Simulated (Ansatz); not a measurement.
## Quasi-harmonic thermodynamics of ZrC (Fm-3m)

Wanted: α(T), C_P(T) and B(T) of ZrC in the quasi-harmonic approximation.

Method: DFT PBE+D3(BJ), scalar-relativistic, plane waves, PAW, in Ansatz 0.2.0.

Report form: the programs' logs are mostly left out.

The database entry behind the starting cell differs from later determinations by our own check (an axis about 0.7 % long against later determinations), so it need not match the best structure at ambient conditions.

## (1) Starting point

Symmetry: Fm-3m, No. 225, cubic system. The conventional cell has a = 4.730 Å, b = 4.730 Å, c = 4.730 Å, α = 90.00°, β = 90.00°, γ = 90.00°. Zr has 6 C at 2.37 Å nearest. Nearest to C lie 6 Zr at 2.37 Å. Farther neighbours are not listed.

## (2) Probe on a coarse mesh

Before spending time, one coarse run tells the gap and the pressure of the starting cell.

Input file input.yaml:

```yaml
crystal:
  lattice:
    - [0.0, 2.365, 2.365]
    - [2.365, 0.0, 2.365]
    - [2.365, 2.365, 0.0]
  atoms:
    - { symbol: Zr, position: [0.5, 0.5, 0.5] }
    - { symbol: C, position: [0.0, 0.0, 0.0] }
kpoints:
  mp_grid: { grid: [6, 6, 6] }
hamiltonian:
  xc: pbe
  dispersion: d3bj
scf:
  occupations: { method: gaussian, width: 0.1 }
output:
  forces: true
  stress: true
  eigenvalues: true
```

Command:

```
ansatz run input.yaml --threads 4 --pin off --max-ram 8192MiB --backend cpu --events-out ev --progress --plain --runs-dir out
```

Wall time 0.25 s (4 threads of Arm Neoverse V2, shared host); peak memory 0.27 GiB.

This step gave:

| Property | Result |
| --- | --- |
| pressure | -7.808 GPa |
| volume per atom | 13.23 Å³ |
| gap on the k-mesh | 0 eV |

The start is under -7.8 GPa at this level and looks like a metal on this mesh.

## (3) Finding the static equilibrium

The vibrations must be taken about the equilibrium of this functional, not about the starting cell, so the structure is relaxed.

input.yaml, the sections that differ from step 2:

```yaml
kpoints:
  mp_grid: { grid: [16, 16, 16] }
output:
  forces: true
  stress: true
  eigenvalues: true
  write_density: true
  write_potential: true
  elf: true
  volumetric_format: npy
relax:
  adjacent_minimum: "off"
  f_tol: 0.005
  max_steps: 80
  cell: { stress_tol: 0.05 }
# crystal, hamiltonian, scf: as in step 2
```

Run time: 5 s. Hardware: 4 threads; peak memory 0.37 GiB; 18 s of CPU time.

Relaxation path:

```csv
step,energy less that of the first step (eV),largest force component (eV/Å),pressure (GPa),volume (Å³)
1,0.0000,0.0000,-7.89,26.46
2,-0.0032,0.0000,8.71,24.64
3,-0.0250,0.0000,-0.44,25.56
4,-0.0251,0.0000,0.00,25.51
5*,-0.0241,0.0000,-0.07,25.51
6,-0.0241,0.0000,0.00,25.51
7*,-0.0241,0.0000,0.00,25.51
```

Relaxation steps marked * repeat the geometry before them on a plane-wave basis chosen anew for their cell, so energy and pressure can jump there.

The run keeps the 48 symmetry operations that it works with, so distortions that break them were not tested.

```csv
"conventional cell, symmetrised",before,after,change
a (Å),4.730,4.673,-1.2 %
b (Å),4.730,4.673,-1.2 %
c (Å),4.730,4.673,-1.2 %
volume (Å³/atom),13.23,12.75,-3.6 %
```

Final coordinates:

```xyz
2
Lattice="0.0000 2.3364 2.3364 2.3364 0.0000 2.3364 2.3364 2.3364 0.0000" Properties=species:S:1:pos:R:3 pbc="T T T"
Zr    2.3364    2.3364    2.3364
C     0.0000    0.0000    0.0000
```

This step gave:

| Quantity | Value |
| --- | --- |
| pressure | -1.49e-4 GPa |
| volume per atom | 12.75 Å³ |

Electrostatic potential energy in the ac plane of the conventional cell at fractional y = 0.000, with atoms of Zr and C within 0.2 Å of it. With pseudopotentials it is smooth inside the atoms' cores, unlike the true potential.

Values in eV, 14 rows by 14 columns, each cell a mean:
```
-54 -23   9  11  -2 -34 -60 -64 -49 -16   7  12  -3 -42
 -9   5  14  14   6 -13 -34 -39 -25  -2  11  15  11  -3
 11  13  15  15  12   6  -2  -4   2   9  14  16  15  12
  6   9  12  15  15  14  11  11  12  15  15  14  11   7
-20 -10   4  12  15  14   9   6  12  15  15   9  -2 -16
-54 -39 -10   9  13   5 -23 -32  -8  12  12   2 -25 -49
-68 -54 -20   6  11  -9 -54 -66 -32   6  11  -4 -39 -64
-64 -49 -16   7  12  -3 -42 -54 -23   9  11  -2 -34 -60
-39 -25  -2  11  15  11  -3  -9   5  14  14   6 -13 -34
 -4   2   9  14  16  15  12  11  13  15  15  12   6  -2
 11  12  15  15  14  11   7   6   9  12  15  15  14  11
  6  12  15  15   9  -2 -16 -20 -10   4  12  15  14   9
-32  -8  12  12   2 -25 -49 -54 -39 -10   9  13   5 -23
-66 -32   6  11  -4 -39 -64 -68 -54 -20   6  11  -9 -54
```
Columns run along a (4.7 Å; values clipped at the 3rd and 97th percentile), rows up along c (4.7 Å), edges of the conventional cell, whose origin can differ from the input's. Atoms in or near the plane, at fractional coordinates: Zr at (0.50, 0.00), Zr at (0.00, 0.50), C at (0.00, 0.00), C at (0.50, 0.50).

ELF in the ac plane of the conventional cell at fractional y = 0.000, with atoms of Zr and C within 0.2 Å of it. It is the smooth field of the valence electrons, not physical close to the nuclei.

Ten even steps from '_' (0.13) to '@' (0.78), each cell a mean:
```
--%%@@--==@@**==@@##::**@@==
@@@@%%::..##@@@@@@--__**@@@@
##**++..__..====::____--****
::..____..::------::..____::
%%**..__++%%@@@@@@##::__--##
%%@@**..**@@%%**@@@@--::@@@@
..%%%%::##@@--__**@@--==@@==
==@@##::**@@==--%%@@--==@@**
@@@@--__**@@@@@@@@%%::..##@@
==::____--****##**++..__..==
----::..____::::..____..::--
@@@@##::__--##%%**..__++%%@@
**@@@@--::@@@@%%@@**..**@@%%
__**@@--==@@==..%%%%::##@@--
```
Columns run along a (4.7 Å), rows up along c (4.7 Å), edges of the conventional cell, whose origin can differ from the input's. Atoms in or near the plane, at fractional coordinates: Zr at (0.50, 0.00), Zr at (0.00, 0.50), C at (0.00, 0.00), C at (0.50, 0.50).

Valence density in the ac plane of the conventional cell at fractional y = 0.000, with atoms of Zr and C within 0.2 Å of it. It is the smooth field of the valence electrons, not physical close to the nuclei.

Ten even steps from '_' (0.2 e/Å³) to '@' (4.0 e/Å³), each cell a mean:
```
----..__..**@@@@@@--____::--
::..______--**##++..____..::
..__________..::..__________
____________________________
==::________......______..--
@@##::____..----::..__..++@@
%%@@==__..::------..__::##@@
@@@@--____::------..__..**@@
##++..____..::::..______--**
::..__________..__________..
____________________________
....______..--==::________..
--::..__..++@@@@##::____..--
----..__::##@@%%@@==__..::--
```
Columns run along a (4.7 Å), rows up along c (4.7 Å), edges of the conventional cell, whose origin can differ from the input's. Atoms in or near the plane, at fractional coordinates: Zr at (0.50, 0.00), Zr at (0.00, 0.50), C at (0.00, 0.00), C at (0.50, 0.50).

The relaxation ends with a pressure of 0.00 GPa.

## (4) Relaxing to small residual forces and stress

The relaxation is repeated with tighter thresholds on force and stress, since phonons are sensitive to what is left; a change of mesh or smearing in the input moves the cell too.

Input file input.yaml:

```yaml
crystal:
  lattice:
    - [0.0, 2.3363599845, 2.3363599845]
    - [2.3363599845, 0.0, 2.3363599845]
    - [2.3363599845, 2.3363599845, 0.0]
  atoms:
    - { symbol: Zr, position: [0.5, 0.5, 0.5] }
    - { symbol: C, position: [0.0, 0.0, 0.0] }
kpoints:
  mp_grid: { grid: [16, 16, 16] }
hamiltonian:
  xc: pbe
  dispersion: d3bj
scf:
  occupations: { method: methfessel_paxton, width: 0.15 }
output:
  forces: true
  stress: true
  eigenvalues: true
relax:
  adjacent_minimum: "off"
  f_tol: 0.001
  max_steps: 60
  cell: { stress_tol: 0.01 }
```

Wall time 1.4 s (4 threads); peak memory 0.36 GiB; 4.8 s of CPU time.

Little changed from the start: no atom moved by 0.005 Å and no cell edge by 0.1 %.

This step gave:

```
pressure : -0.002432 GPa
```

The residual pressure is -0.0024 GPa, small enough for phonons.

## (5) Phonons on strained cells

Thermal expansion follows from how the free energy of the vibrations (and of the electrons in a metal) changes with strain, so the program makes strained cells, their phonons and a fit in one run.

input.yaml, the sections that differ from step 4:

```yaml
output:
  eigenvalues: true
phonons:
  method: dfpt
  qmesh: [4, 4, 4]
  temperatures: { t_max: 1200.0, t_step: 50 }
  thermal_expansion: {}
# crystal, kpoints, hamiltonian, scf: as in step 4
# relax: removed
```

Wall time 24 min (4 threads); peak memory 3.7 GiB.

This step gave:

- pressure: 0.004541 GPa
- volume expansion coefficient at 298 K: 17.34 1e-6/K
- C_P at 298 K: 19.00 J/mol-atom/K
- entropy at 298 K: 16.77 J/mol-atom/K
- isothermal bulk modulus at 298 K: 224.0 GPa
- Grüneisen parameter at 298 K: 1.596
- volume at 298 K: 12.86 Å³/atom
- principal linear expansion coefficients at 298 K: 5.781, 5.781, 5.781 1e-6/K

Strained cells of the study; zero-point energy where phonons were solved; the pressures are stresses at a fixed cutoff and can carry an offset from the finite basis. Expansion cells, by row:

```csv
cell,|a| (Å),|b| (Å),|c| (Å),V (Å³/atom),E - E_lowest (meV/atom),"pressure, compression positive (GPa)",gap (eV),zero-point energy (meV/atom)
1,3.304,3.304,3.304,12.75,0,-0.008,-,-
2,3.331,3.331,3.331,13.06,5.187,-5.297,-,-
3,3.278,3.278,3.278,12.45,5.377,5.818,-,-
4,3.304,3.304,3.304,12.76,0,-0.058,-,70.53
5,3.321,3.321,3.321,12.95,2.102,-3.426,-,68.96
6,3.333,3.333,3.333,13.09,6.026,-5.69,-,67.86
7,3.347,3.347,3.347,13.25,13.37,-8.29,-,66.52
8,3.272,3.272,3.272,12.38,8.337,7.319,-,-
9,3.288,3.288,3.288,12.57,2.037,3.52,-,-
10,3.368,3.368,3.368,13.51,29.6,-11.93,-,-
```

Quasi-harmonic; a, b, c are the run's own cell vectors. Expansion, by row:

```csv
T (K),a (Å),b (Å),c (Å),alpha (deg),beta (deg),gamma (deg),cell volume (Å³/cell),alpha_a (1e-6/K),alpha_b (1e-6/K),alpha_c (1e-6/K),alpha_V (1e-6/K),C_P (J/mol-atom/K),C_V (J/mol-atom/K),S (J/mol-atom/K),B_T (GPa),B_S (GPa),Grueneisen,extrapolation,fit error (1e-6/K)
0,3.31,3.31,3.31,60,60,60,25.65,0,0,0,0,0,0,0,228.2,228.2,-,0,0
50,3.31,3.31,3.31,60,60,60,25.65,0.43,0.43,0.43,1.3,1.421,1.42,0.413,228.2,228.2,1.616,0,0
100,3.311,3.311,3.311,60,60,60,25.66,2.03,2.03,2.03,6.09,6.434,6.428,2.916,227.8,228,1.666,0,0
150,3.311,3.311,3.311,60,60,60,25.67,3.4,3.4,3.4,10.19,10.91,10.88,6.399,227.1,227.6,1.643,0,0
200,3.312,3.312,3.312,60,60,60,25.68,4.45,4.45,4.45,13.36,14.48,14.42,10.05,226.1,227.1,1.621,0,0
250,3.313,3.313,3.313,60,60,60,25.7,5.23,5.23,5.23,15.7,17.14,17.03,13.58,225.1,226.5,1.605,0,0
298.1,3.313,3.313,3.313,60,60,60,25.72,5.78,5.78,5.78,17.34,19,18.85,16.77,224,225.8,1.596,0,0
300,3.313,3.313,3.313,60,60,60,25.72,5.8,5.8,5.8,17.4,19.06,18.91,16.89,223.9,225.8,1.596,0,0
350,3.314,3.314,3.314,60,60,60,25.75,6.22,6.22,6.22,18.65,20.46,20.25,19.93,222.7,225,1.59,0,0
400,3.315,3.315,3.315,60,60,60,25.77,6.54,6.54,6.54,19.61,21.5,21.24,22.74,221.5,224.2,1.587,0,0.01
450,3.317,3.317,3.317,60,60,60,25.8,6.79,6.79,6.79,20.37,22.29,21.97,25.32,220.2,223.4,1.586,0,0.01
500,3.318,3.318,3.318,60,60,60,25.82,6.99,6.99,6.99,20.98,22.91,22.53,27.7,219,222.6,1.585,0,0.01
550,3.319,3.319,3.319,60,60,60,25.85,7.16,7.16,7.16,21.49,23.4,22.97,29.91,217.7,221.7,1.585,0,0.01
600,3.32,3.32,3.32,60,60,60,25.88,7.31,7.31,7.31,21.94,23.8,23.32,31.96,216.3,220.9,1.586,0,0.01
650,3.321,3.321,3.321,60,60,60,25.91,7.44,7.44,7.44,22.33,24.14,23.6,33.88,215,220,1.588,0,0.01
700,3.323,3.323,3.323,60,60,60,25.94,7.56,7.56,7.56,22.69,24.43,23.83,35.68,213.7,219.1,1.589,0,0.01
750,3.324,3.324,3.324,60,60,60,25.97,7.67,7.67,7.67,23.02,24.68,24.02,37.38,212.3,218.2,1.591,0,0.01
800,3.325,3.325,3.325,60,60,60,26,7.78,7.78,7.78,23.33,24.91,24.19,38.98,211,217.2,1.593,0,0.01
850,3.326,3.326,3.326,60,60,60,26.03,7.88,7.88,7.88,23.63,25.11,24.33,40.49,209.6,216.3,1.595,0,0
900,3.328,3.328,3.328,60,60,60,26.06,7.97,7.97,7.97,23.91,25.29,24.45,41.93,208.2,215.4,1.598,0,0
950,3.329,3.329,3.329,60,60,60,26.09,8.06,8.06,8.06,24.19,25.46,24.56,43.3,206.8,214.4,1.6,0,0
1000,3.33,3.33,3.33,60,60,60,26.12,8.15,8.15,8.15,24.46,25.63,24.66,44.61,205.4,213.5,1.603,0,0.01
1050,3.332,3.332,3.332,60,60,60,26.15,8.24,8.24,8.24,24.73,25.78,24.75,45.87,204,212.5,1.605,0,0.01
1100,3.333,3.333,3.333,60,60,60,26.19,8.33,8.33,8.33,25,25.93,24.83,47.07,202.6,211.5,1.608,0,0.01
1150,3.335,3.335,3.335,60,60,60,26.22,8.42,8.42,8.42,25.27,26.07,24.91,48.23,201.1,210.5,1.611,0,0.01
1200,3.336,3.336,3.336,60,60,60,26.25,8.51,8.51,8.51,25.54,26.21,24.98,49.34,199.7,209.6,1.614,0,0.02
```

Expansion coefficient against temperature; values in 1e-6/K:

```csv
temperature (K),volume,principal 1
0,0,0
50,1.3,0.43
100,6.09,2.03
150,10.2,3.4
200,13.4,4.45
250,15.7,5.23
298,17.3,5.78
300,17.4,5.8
350,18.6,6.22
400,19.6,6.54
450,20.4,6.79
500,21.0,6.99
550,21.5,7.16
600,21.9,7.31
650,22.3,7.44
700,22.7,7.56
750,23.0,7.67
800,23.3,7.78
850,23.6,7.88
900,23.9,7.97
950,24.2,8.06
1000,24.5,8.15
1050,24.7,8.24
1100,25,8.33
1150,25.3,8.42
1200,25.5,8.51
```

At 298 K the volume expansion is 17.3 × 10⁻⁶/K and B_T is 224 GPa. The program raised the cutoff to 487.2 eV by itself: with no cutoff typed, the study takes about 1.16 times the default for its relaxations and scales it with the volume for the phonons.

## (6) Outcome

```json
{"settings of these figures": "PBE+D3(BJ), 487.2 eV, k 16×16×16, q 4×4×4", "volume expansion coefficient at 298 K": "17.34 1e-6/K", "C_P at 298 K": "19.00 J/mol-atom/K", "entropy at 298 K": "16.77 J/mol-atom/K", "isothermal bulk modulus at 298 K": "224.0 GPa", "Grüneisen parameter at 298 K": "1.596", "volume at 298 K": "12.86 Å³/atom", "principal linear expansion coefficients at 298 K": "5.781, 5.781, 5.781 1e-6/K"}
```

What this shows: Near room temperature ZrC expands by 17.3 × 10⁻⁶/K in volume by PBE+D3(BJ), with C_P = 19.0 J/(mol K) per mole of atoms and B_T = 224 GPa. C_P at room temperature is 76 % of the classical 3R an atom, so the stiffest modes are still partly frozen out. In this metal the study includes the electrons' free energy, which adds a term that grows with temperature, so the heat capacities need not level off at 3R. The dispersion term is taken with its C6 weights frozen at the crystal at rest, in the force constants and, in the expansion study, in the energies too.

[Logs are printed without paths, hosts, clocks, repeated set-up lines and the standing remarks that a program may print on its own settings, such as how far it seeks lower states.]

[Hosts, paths, dates, database ids (printed as entryN), source tags and the programs' standing remarks are cut or masked in the printed files.]

[A step with changed settings may run another functional than the one named; its input shows which.]
